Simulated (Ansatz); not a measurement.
# Screened interactions in ScF3 (Pm-3m)

Aim: U, U′ and J for the Sc t2g shell of ScF3 (Pm-3m).

Method: non-magnetic LDA, then constrained RPA, plane waves, PAW, in Ansatz 0.2.0.

## (1) Set-up

Symmetry: Pm-3m, No. 221, cubic system. The conventional cell has a = 4.012 Å, b = 4.012 Å, c = 4.012 Å, α = 90.00°, β = 90.00°, γ = 90.00°. Nearest to Sc lie 6 F at 2.01 Å. Nearest to F lie 2 Sc at 2.01 Å. Farther neighbours and most contacts between anions are not listed.

The cell and positions come from the Crystallography Open Database and are kept as given unless a step says otherwise. The default PAW set here is soft_2. Its files were made with PBE.

## (2) LDA bands and orbital weights

This step: DFT, LDA, plane waves, PAW.

File input.yaml:

```yaml
crystal:
  lattice:
    - [-4.01245, 0.0, 0.0]
    - [0.0, 0.0, -4.01245]
    - [0.0, -4.01245, 0.0]
  atoms:
    - { symbol: Sc, position: [0.0, 0.0, 0.0] }
    - { symbol: F, position: [0.5, 0.0, 0.0] }
    - { symbol: F, position: [0.0, 0.5, 0.0] }
    - { symbol: F, position: [0.0, 0.0, 0.5] }
kpoints:
  mp_grid: { grid: [8, 8, 8] }
  band_path:
    path:
      - [[0.0, 0.0, 0.0], [0.0, 0.5, 0.0], [0.5, 0.5, 0.0], [0.0, 0.0, 0.0], [0.5, 0.5, 0.5], [0.0, 0.5, 0.0]]
      - [[0.5, 0.5, 0.5], [0.5, 0.5, 0.0]]
    npoints: 10
hamiltonian:
  xc: lda
scf:
  occupations: { method: gaussian, width: 0.08 }
  n_extra_bands: 19
  max_iter: 150
output:
  eigenvalues: true
  forces: true
  stress: true
  fatbands: true
  write_density: true
  write_potential: true
  elf: true
  volumetric_format: npy
```

Started as:

```
ansatz run input.yaml --threads 4 --pin off --max-ram 9216MiB --backend cpu --events-out ev --progress --plain --runs-dir out
```

Numbers of over 12 decimals in the logs are rounded to 6 here.

What it wrote:

```text
scf.n_extra_bands = 19 over 16 filled bands (N_el = 32.0): the run solves 35 bands
Engine: ansatz 0.2.0, aarch64-unknown-linux-gnu
Pseudopotentials: kind: paw
Pseudopotential: Sc, paw, valence charge 11, recommended cutoff 420 eV (normal), Sc.paw.azcp
Pseudopotential: F, paw, valence charge 7, recommended cutoff 420 eV (normal), F.paw.azcp
Functional definition: SPW92
  exchange = slater_x
  correlation = pw_c
Crystal: 4 atoms, lattice volume = 64.599 Å³
Basis set: ecut = 420 eV, 1237 PW (Γ)
Bands: 35, of which v1, the nominal top of the filled ones, is band 16 counted from 1 (15 counted from 0)
Symmetry: 48 space group operations
Space group: Pm-3m (ITA 221), of the structure as read, at distance tolerance 4.0e-5 Å
k-points: 35 of 512
Non-local potential: Sc, projectors of the file, l = 0: 3, l = 1: 2, l = 2: 3, l = 3: 1
Non-local potential: F, projectors of the file, l = 0: 2, l = 1: 2, l = 2: 1
PAW form: soft (Blöchl's): semilocal exchange-correlation on the pseudo side does not see the compensation charge
PAW frozen core: Sc, regenerated for the run's functional, and the local potential with it (the file was generated under x = pbe(κ = 0.804, μ = 0.219515), c = pbe(β = 0.066725))
PAW frozen core: F, regenerated for the run's functional, and the local potential with it (the file was generated under x = pbe(κ = 0.804, μ = 0.219515), c = pbe(β = 0.066725))
PAW one-centre angular grid: Sc, 590 points (default); XC on 64 Gauss nodes
PAW one-centre angular grid: F, 110 points (default); XC on 64 Gauss nodes
Initial density: superposition of atomic densities (neutral atoms: chi_scale 0, normalization atom), corrected by the library's trained network
Initial wavefunctions: pseudopotential atomic-orbital guess
Functional: x = slater, c = lda
SCF iter   1: F=—  HF=-4477.827894 eV  |F-HF|=—  |Δ(HF+E_count)|=         —  Δρ=1.81e-2  dr2=1.53e-1  ethr=1.77e-3  ⟨swp⟩=5.3  Hψ=5706  notcnv=0  defer=144
preconditioner: auto → Resta (q_TF=auto, 2.427 Å⁻¹)  ε∞=2.0  [insulator: Δε(μ)=5.911 eV  Ē_g=25.686 eV  σ=0.080 eV  W_gap=1.00  n_scr=18 (ndim 8)  ℏωp=25.3 eV  f_vac=0.292  D(μ)=0.00/eV (n_scr^D=0)  ε∞_Penn≈2.0]
SCF iter   2: F=—  HF=-4477.791578 eV  |F-HF|=—  |Δ(HF+E_count)|=   3.63e-2  Δρ=7.56e-3  dr2=1.75e-2  ethr=4.78e-4  ⟨swp⟩=2.1  Hψ=1987  notcnv=0  defer=421
SCF iter   3: F=—  HF=-4477.786335 eV  |F-HF|=—  |Δ(HF+E_count)|=   5.24e-3  Δρ=1.82e-3  dr2=1.14e-3  ethr=5.47e-5  ⟨swp⟩=2.1  Hψ=1320  notcnv=0  defer=421
SCF iter   4: F=—  HF=-4477.785965 eV  |F-HF|=—  |Δ(HF+E_count)|=   3.70e-4  Δρ=2.98e-4  dr2=3.54e-5  ethr=3.58e-6  ⟨swp⟩=2.4  Hψ=1110  notcnv=0  defer=421
SCF iter   5: F=—  HF=-4477.785958 eV  |F-HF|=—  |Δ(HF+E_count)|=   7.02e-6  Δρ=3.29e-5  dr2=5.28e-7  ethr=1.11e-7  ⟨swp⟩=1.7  Hψ=1031  notcnv=0  defer=421
SCF iter   6: F=-4477.785959 eV  HF=-4477.785959 eV  |F-HF|=2.31e-8  |Δ(HF+E_count)|=   2.23e-7  Δρ=6.72e-6  dr2=3.40e-8  ethr=3.13e-10  ⟨swp⟩=12.9  Hψ=8372  notcnv=0
SCF 1 converged in 6 iterations: F = -4477.785959 eV  dr2 = 3.40e-8
  greatest PAW one-centre occupation: 0.998 electrons in one spin orbital (limit 2), on the Sc atom at site 0 (counted from 0), in its partial waves of l = 0
NSCF: frozen V_eff on 62 k-points
SCF converged after 6 iterations
Free energy (F): -4477.785959 eV
Harris-Foulkes:  -4477.785959 eV  (|F-HF|=2.31e-8)
Internal energy: -4477.785959 eV  (E = F + TS)
E sigma→0 (E₀):  -4477.785959 eV
Fermi energy:    2.495240 eV
--- Per-component energies (eV) ---
  E_band       = -397.293251
  E_kinetic    = 876.679332
  E_local      = -3371.817947  (includes V_loc(G=0)·N_el)
  E_nonlocal   = 307.379930
  E_hartree    = 1268.734706
  E_xc         = -337.559960
  E_vxc        = -432.049112  (∫ρ·V_xc dr)
  E_paw        = -1470.586894  (= ΣΔE_a)
  E_vpaw       = -314.963372  (= ΣTr[D̂ρ^β])
  E_aug_tail   = 0.006134  (compensation charges beyond the density's cutoff)
  E_ewald      = -1751.265938
  E_core_change = 0.644678  (= ΣΔE_core)
  E_smearing   = -0.000000  (= −TS)
  E_closure    = 0.000000  (closes the sum)
  Σ components = -4477.785959   (vs F -4477.785959, Δ=0.00e0)
--- Forces (eV/Å), atoms counted from 1 ---
  atom   1  Sc     0.00000000    -0.00000000     0.00000000
  atom   2  F      0.00000000     0.00000000    -0.00000000
  atom   3  F     -0.00000000    -0.00000000    -0.00000000
  atom   4  F     -0.00000000    -0.00000000     0.00000000
  max |Σ_I F_I| component: 2.80e-29 eV/Å
--- Stress (GPa, compression-positive) ---
       -2.971058       0.000000       0.000000
        0.000000      -2.971058       0.000000
        0.000000       0.000000      -2.971058
  P = ⅓ Tr σ = -2.9711 GPa (-29.711 kbar)
--- Band table (eV; the first three rows and the last of 35) ---
  k-point 0: bands = [... 12 lower, -1.1986, -1.1498, -1.1498, -1.1498, 5.6016, 5.6016, 5.6016, 7.0285, ... 15 higher]
  k-point 1: bands = [... 12 lower, -1.2645, -1.2181, -1.1627, -1.1627, 5.6076, 5.7367, 5.7367, 7.2285, ... 15 higher]
  k-point 2: bands = [... 12 lower, -1.4554, -1.2628, -1.1631, -1.1631, 5.6221, 6.0609, 6.0609, 7.3835, ... 15 higher]
  k-point 34: bands = [... 12 lower, -2.9102, -0.6123, -0.6123, -0.6123, 7.2489, 7.2489, 7.2489, 10.1822, ... 15 higher]
```

It took 3 s on 4 threads of Arm Neoverse V1, shared host; peak memory 0.37 GiB.

Numbers from this step:

- pressure: -2.971 GPa
- filled bands: 16
- gap: 6.214 eV
- valence top at: k = (0.500, 0.500, 0.450)
- conduction bottom at: Γ
- least direct gap: 6.751 eV

The gap is indirect, with the least direct gap 0.54 eV higher.

Electronic bands along the path, in eV, zero at the Fermi level:

| point | band 13 | band 14 | band 15 | band 16 | band 17 | band 18 | band 19 | band 20 |
| --- | --- | --- | --- | --- | --- | --- | --- | --- |
| Γ | -3.69 | -3.65 | -3.65 | -3.65 | 3.11 | 3.11 | 3.11 | 4.53 |
| halfway | -3.95 | -3.76 | -3.66 | -3.66 | 3.13 | 3.57 | 3.57 | 4.89 |
| X | -4.28 | -3.82 | -3.65 | -3.65 | 3.15 | 4.02 | 4.02 | 4.90 |
| halfway | -4.09 | -3.93 | -3.91 | -3.36 | 3.60 | 4.04 | 4.36 | 5.36 |
| M | -4.26 | -4.07 | -4.07 | -3.11 | 4.06 | 4.06 | 4.71 | 5.56 |
| halfway | -3.96 | -3.92 | -3.88 | -3.47 | 3.57 | 3.60 | 3.95 | 5.24 |
| Γ | -3.69 | -3.65 | -3.65 | -3.65 | 3.11 | 3.11 | 3.11 | 4.53 |
| halfway | -4.66 | -3.54 | -3.54 | -3.41 | 3.94 | 3.98 | 3.98 | 6.28 |
| R | -5.41 | -3.11 | -3.11 | -3.11 | 4.75 | 4.75 | 4.75 | 7.69 |
| halfway | -4.68 | -3.49 | -3.45 | -3.31 | 3.99 | 4.36 | 4.39 | 6.29 |
| X | -4.28 | -3.82 | -3.65 | -3.65 | 3.15 | 4.02 | 4.02 | 4.90 |
| jump to R | -5.41 | -3.11 | -3.11 | -3.11 | 4.75 | 4.75 | 4.75 | 7.69 |
| halfway | -5.04 | -3.38 | -3.38 | -3.11 | 4.39 | 4.39 | 4.73 | 6.66 |
| M | -4.26 | -4.07 | -4.07 | -3.11 | 4.06 | 4.06 | 4.71 | 5.56 |

Of the projections kept (Sc 3d, F 2p), the largest for each band there; the rest of the weight can lie on other orbitals:

| point | band 13 | band 14 | band 15 | band 16 | band 17 | band 18 | band 19 | band 20 |
| --- | --- | --- | --- | --- | --- | --- | --- | --- |
| Γ | F 2p 1.00 | F 2p 0.99 | F 2p 0.99 | F 2p 0.99 | Sc 3d 1.00 | Sc 3d 1.00 | Sc 3d 1.00 | - |
| X | F 2p 0.89 | F 2p 1.00 | F 2p 0.99 | F 2p 0.99 | Sc 3d 1.00 | Sc 3d 0.89 | Sc 3d 0.89 | Sc 3d 0.86 |
| M | F 2p 0.90 | F 2p 0.99 | F 2p 0.99 | F 2p 1.00 | Sc 3d 0.89 | Sc 3d 0.89 | Sc 3d 0.76 | Sc 3d 0.82 |
| Γ | F 2p 1.00 | F 2p 0.99 | F 2p 0.99 | F 2p 0.99 | Sc 3d 1.00 | Sc 3d 1.00 | Sc 3d 1.00 | - |
| R | F 2p 0.82 | F 2p 1.00 | F 2p 1.00 | F 2p 1.00 | Sc 3d 0.78 | Sc 3d 0.78 | Sc 3d 0.78 | Sc 3d 0.75 |
| X | F 2p 0.89 | F 2p 1.00 | F 2p 0.99 | F 2p 0.99 | Sc 3d 1.00 | Sc 3d 0.89 | Sc 3d 0.89 | Sc 3d 0.86 |

Valence density in the ac plane at fractional y = 0.000, with atoms of Sc and F within 0.2 Å of it. It is the smooth field of the valence electrons, not physical close to the nuclei.

Values in e/Å³, 14 rows by 14 columns, each cell a mean:
```
 7  5  2  1  1  2  7 10  5  2  1  1  3  6
 4  3  1  0  0  1  3  4  2  1  0  0  2  3
 1  1  0  0  0  0  1  1  0  0  0  0  0  1
 1  0  0  0  0  0  0  0  0  0  0  0  0  1
 2  1  1  0  0  0  0  0  0  0  0  0  1  2
 7  4  1  0  0  0  0  0  0  0  0  0  2  5
13  8  2  0  0  0  0  0  0  0  0  1  4 10
10  6  1  0  0  0  0  0  0  0  0  1  3  7
 3  2  1  0  0  0  0  0  0  0  0  0  1  2
 1  1  0  0  0  0  0  0  0  0  0  0  0  1
 1  1  0  0  0  0  0  0  0  0  0  0  0  1
 3  2  1  0  0  1  1  2  1  1  0  0  1  2
 6  5  2  1  1  2  6  8  4  1  0  1  3  5
 7  6  3  1  1  3 10 13  7  2  1  1  4  7
```
Columns run along a (4.0 Å), rows up along c (4.0 Å). Atoms in or near the plane, at fractional coordinates: Sc at (0.00, 0.00), F at (0.50, 0.00), F at (0.00, 0.50).

Electrostatic potential energy in the ac plane at fractional y = 0.000, with atoms of Sc and F within 0.2 Å of it. With pseudopotentials it is smooth inside the atoms' cores, unlike the true potential.

Ten even steps from '0' (-57 eV) to '9' (9 eV), each cell a mean:
```
00468522368620
13678854688742
66789999999876
88899999999988
57999999999986
23899999999963
12699999999942
23799999999952
46999999999985
88999999999988
67889999999876
34689976898764
00478632378630
00368421258610
```
Columns run along a (4.0 Å; values clipped at the 3rd and 97th percentile), rows up along c (4.0 Å). Atoms in or near the plane, at fractional coordinates: Sc at (0.00, 0.00), F at (0.50, 0.00), F at (0.00, 0.50).

## (3) Constrained RPA: Sc t2g, bands c1 to c3, 4×4×4 mesh, medium accuracy

Constrained RPA screens the interaction with every transition except those inside the target bands, which a later many-body model would treat itself.

This step: constrained RPA on LDA, plane waves, PAW.

input.yaml, the sections that differ from step 2:

```yaml
kpoints:
  mp_grid: { grid: [8, 8, 8] }
output:
  crpa:
    kmesh: [4, 4, 4]
    target_bands: [c1, c3]
    projections: [{ species: Sc, l: d, shell: 3, orbitals: [dxz, dyz, dxy] }]
  local_orbitals:
    kmesh: [8, 8, 8]
    orbitals: [{ species: Sc, l: d, shell: 3, orbitals: [dxz, dyz, dxy] }]
    window: { bands: [c1, c3] }
    seedname: lo
# crystal, hamiltonian, scf: as in step 2
```

What it wrote:

```text
[...]
Crystal: 4 atoms, lattice volume = 64.599 Å³
Basis set: ecut = 420 eV, 1237 PW (Γ)
Bands: 35, of which v1, the nominal top of the filled ones, is band 16 counted from 1 (15 counted from 0)
Symmetry: 48 space group operations
[...]
k-points: 35 of 512
[...]
SCF iter   1: F=—  HF=-4477.827896 eV  |F-HF|=—  |Δ(HF+E_count)|=         —  Δρ=1.81e-2  dr2=1.53e-1  ethr=1.77e-3  ⟨swp⟩=5.3  Hψ=5706  notcnv=0  defer=144
[...]
SCF iter   6: F=-4477.785959 eV  HF=-4477.785959 eV  |F-HF|=2.41e-8  |Δ(HF+E_count)|=   2.23e-7  Δρ=6.67e-6  dr2=3.34e-8  ethr=3.13e-10  ⟨swp⟩=7.7  Hψ=5858  notcnv=0
SCF 1 converged in 6 iterations: F = -4477.785959 eV  dr2 = 3.34e-8
[...]
NSCF: frozen V_eff on 38 k-points
[...]
cRPA screening: q 1/64
cRPA screening: q 2/64
cRPA screening: q 8/64 (q-point 3)
cRPA screening: q 11/64 (q-point 6)
cRPA screening: q 23/64 (q-point 7)
cRPA screening: q 35/64 (q-point 11)
cRPA screening: q 38/64 (q-point 22)
cRPA screening: q 46/64 (q-point 23)
cRPA screening: q 58/64 (q-point 27)
cRPA screening: q 64/64 (q-point 43)
SCF converged after 6 iterations
Free energy (F): -4477.785959 eV
[...]
Internal energy: -4477.785959 eV  (E = F + TS)
E sigma→0 (E₀):  -4477.785959 eV
Fermi energy:    2.495240 eV
[...]
--- Band table (eV; the first three rows and the last of 35) ---
  k-point 0: bands = [... 12 lower, -1.1986, -1.1498, -1.1498, -1.1498, 5.6016, 5.6016, 5.6016, 7.0285, ... 15 higher]
  k-point 1: bands = [... 12 lower, -1.2645, -1.2181, -1.1627, -1.1627, 5.6076, 5.7367, 5.7367, 7.2285, ... 15 higher]
  k-point 2: bands = [... 12 lower, -1.4554, -1.2628, -1.1631, -1.1631, 5.6221, 6.0609, 6.0609, 7.3835, ... 15 higher]
  k-point 34: bands = [... 12 lower, -2.9102, -0.6123, -0.6123, -0.6123, 7.2489, 7.2489, 7.2489, 10.1822, ... 15 higher]
--- cRPA (band scheme, projected local orbitals): target bands 17..19 (1-based), 3 Wannier function(s), 4×4×4 mesh, 38 bands' worth read of 43 solved, ecut_chi 136.0 eV, v(q+G=0) probe_charge, pair densities all_electron ---
  bands read: the sum over 38 bands ends inside a degenerate multiplet in 3 slots, whose members it reads at an even weight; the widest, k=2: bands 38 to 39 (counted from 1) at 1/2 each
  χ-basis size per q: N_G = 208..251
  window electrons = 0.0000, filled by tetrahedron_uncorrected; constrained ε̄⁻¹(q = 0, 0) head = 0.451389; min gauge Gram eig = 0.7603
  Kanamori averages over each shell's own Wannier functions (sites counted from 0, functions from 1):
    Site 0, 3D, 3 of 5 d orbitals (Wannier functions 1, 2, 3; wannier90's mr 2, 3, 5):
      screened: U = 7.0698 eV, U' = 6.1292 eV, J = 0.4668 eV
      screened, to within: U = 9.3e-3 eV, U' = 9.3e-3 eV, J = 6.3e-4 eV
      bare: V = 15.9463 eV, V' = 14.7484 eV, J = 0.5907 eV
  Hermiticity witness max|P − P†| over intra, direct and exchange elements: 5.33e-15 eV (screened), 5.60e-23 eV (bare)
  Reality witness max|Im| over intra, direct and exchange elements: 3.92e-20 eV (screened), 8.37e-20 eV (bare)
```

Run time: 20 s. Hardware: 4 threads; peak memory 0.48 GiB.

This step gave:

```yaml
u: 7.070 eV
u_prime_inter_orbital: 6.129 eV
j: 0.4668 eV
bare_v: 15.95 eV
bare_j: 0.5907 eV
stated_bound_on_u: 0.009252 eV
u_over_bare_v: 0.4434
electrons_in_the_window: 0
head_of_the_constrained_inverse_dielectric_matrix: 0.4514
least_eigenvalue_of_the_projection_s_overlap: 0.7603
target_functions: 3
bands_in_the_sums: 38
r_m_s_miss_of_the_model_bands: 3.58e-5 eV
width_of_the_target_bands: 1.647 eV
weight_of_the_projected_orbitals_in_the_window: 0.8840
```

On the Sc t2g shell, screening brings the on-site interaction from 15.9 eV down to U = 7.07 eV.

Kanamori averages over each shell's functions. Crpa shells, by row:

| site | element | shell | orbitals | U (eV) | U' (eV) | J (eV) | bare V (eV) | bare V' (eV) | bare J (eV) | bound on U (eV) |
| --- | --- | --- | --- | --- | --- | --- | --- | --- | --- | --- |
| 1 | Sc | 3D | 3 | 7.07 | 6.129 | 0.4668 | 15.95 | 14.75 | 0.5907 | 0.009252 |

Density-density elements U_iijj, eV. U matrix, by row:

| orbital | Sc1 dxz | Sc1 dyz | Sc1 dxy |
| --- | --- | --- | --- |
| Sc1 dxz | 7.07 | 6.129 | 6.129 |
| Sc1 dyz | 6.129 | 7.07 | 6.129 |
| Sc1 dxy | 6.129 | 6.129 | 7.07 |

Exchange elements U_ijji, eV. J matrix, by row:

| orbital | Sc1 dxz | Sc1 dyz | Sc1 dxy |
| --- | --- | --- | --- |
| Sc1 dxz | - | 0.467 | 0.467 |
| Sc1 dyz | 0.467 | - | 0.467 |
| Sc1 dxy | 0.467 | 0.467 | - |

Projected local orbitals of the target window. The electronic bands at the labelled points (eV, zero at the Fermi level; # counts the bands kept):

| point | #1 | #2 | #3 |
| --- | --- | --- | --- |
| Γ | 3.11 | 3.11 | 3.11 |
| halfway | 3.13 | 3.57 | 3.57 |
| X | 3.15 | 4.02 | 4.02 |
| halfway | 3.60 | 4.04 | 4.36 |
| M | 4.06 | 4.06 | 4.71 |
| halfway | 3.57 | 3.60 | 3.95 |
| Γ | 3.11 | 3.11 | 3.11 |
| halfway | 3.94 | 3.98 | 3.98 |
| R | 4.75 | 4.75 | 4.75 |
| halfway | 3.99 | 4.36 | 4.39 |
| X | 3.15 | 4.02 | 4.02 |
| jump to R | 4.75 | 4.75 | 4.75 |
| halfway | 4.39 | 4.39 | 4.73 |
| M | 4.06 | 4.06 | 4.71 |

The same for Kohn-Sham, solved directly:

| point | #1 | #2 | #3 |
| --- | --- | --- | --- |
| Γ | 3.11 | 3.11 | 3.11 |
| X | 3.15 | 4.02 | 4.02 |
| M | 4.06 | 4.06 | 4.71 |
| Γ | 3.11 | 3.11 | 3.11 |
| R | 4.75 | 4.75 | 4.75 |
| X | 3.15 | 4.02 | 4.02 |
| R | 4.75 | 4.75 | 4.75 |
| M | 4.06 | 4.06 | 4.71 |

The first set of electronic bands as a text plot (rows in eV, shown from 3.1 to 3.1 only):

```
    3.1 |
    3.1 |
    3.1 |
    3.1 |
    3.1 |
    3.1 |
    3.1 |
    3.1 |
    3.1 |
    3.1 |
    3.1 |
    3.1 |
    3.1 |
    3.1 |
    3.1 |
    3.1 |
    3.1 |
    3.1 |
    3.1 |
    3.1 |
    3.1 |
    3.1 |
    3.1 |
    3.1 |
         Γ      X      M          Γ            R        X|R     M
```

Onsite levels, by row:

| orbital | level less Fermi level (eV) |
| --- | --- |
| Sc1 dxz | 3.978 |
| Sc1 dyz | 3.978 |
| Sc1 dxy | 3.978 |

Largest distinct elements between sites. Hoppings, by row:

| from | to | cell | distance (Å) | t (eV) |
| --- | --- | --- | --- | --- |
| Sc1 dyz | Sc1 dyz | 0 0 1 | 4.012 | -0.1989 |
| Sc1 dxz | Sc1 dxz | -1 1 0 | 5.674 | -0.0141 |
| Sc1 dxy | Sc1 dxy | 0 1 0 | 4.012 | -0.0095 |
| Sc1 dyz | Sc1 dxy | -1 1 0 | 5.674 | -0.0038 |
| Sc1 dxy | Sc1 dxy | -2 0 0 | 8.025 | 0.0021 |
| Sc1 dxy | Sc1 dxy | 2 0 1 | 8.972 | -7.00e-4 |
| Sc1 dyz | Sc1 dyz | 0 2 -2 | 11.35 | -3.00e-4 |
| Sc1 dxy | Sc1 dxy | 1 -1 1 | 6.95 | -2.00e-4 |
| Sc1 dxy | Sc1 dxy | 2 1 0 | 8.972 | -1.00e-4 |
| Sc1 dxy | Sc1 dyz | 1 1 -2 | 9.828 | -1.00e-4 |
| Sc1 dxz | Sc1 dxz | 0 0 2 | 8.025 | 1.00e-4 |
| Sc1 dxy | Sc1 dxy | 1 -1 0 | 5.674 | 1.00e-4 |

(Part 1 of 2 ends here.)

[Paths, hosts, dates, memory and timing lines, banners, echoed tables and standing remarks are left out of the program output.]

[Logs are printed without paths, hosts, clocks, repeated set-up lines and the standing remarks that a program may print on its own settings, such as how far it seeks lower states.]

[Runs of the session that timed out or met a known fault of the program may be left out.]

[Hosts, paths, dates, database ids (printed as entryN), source tags and the programs' standing remarks are cut or masked in the printed files.]
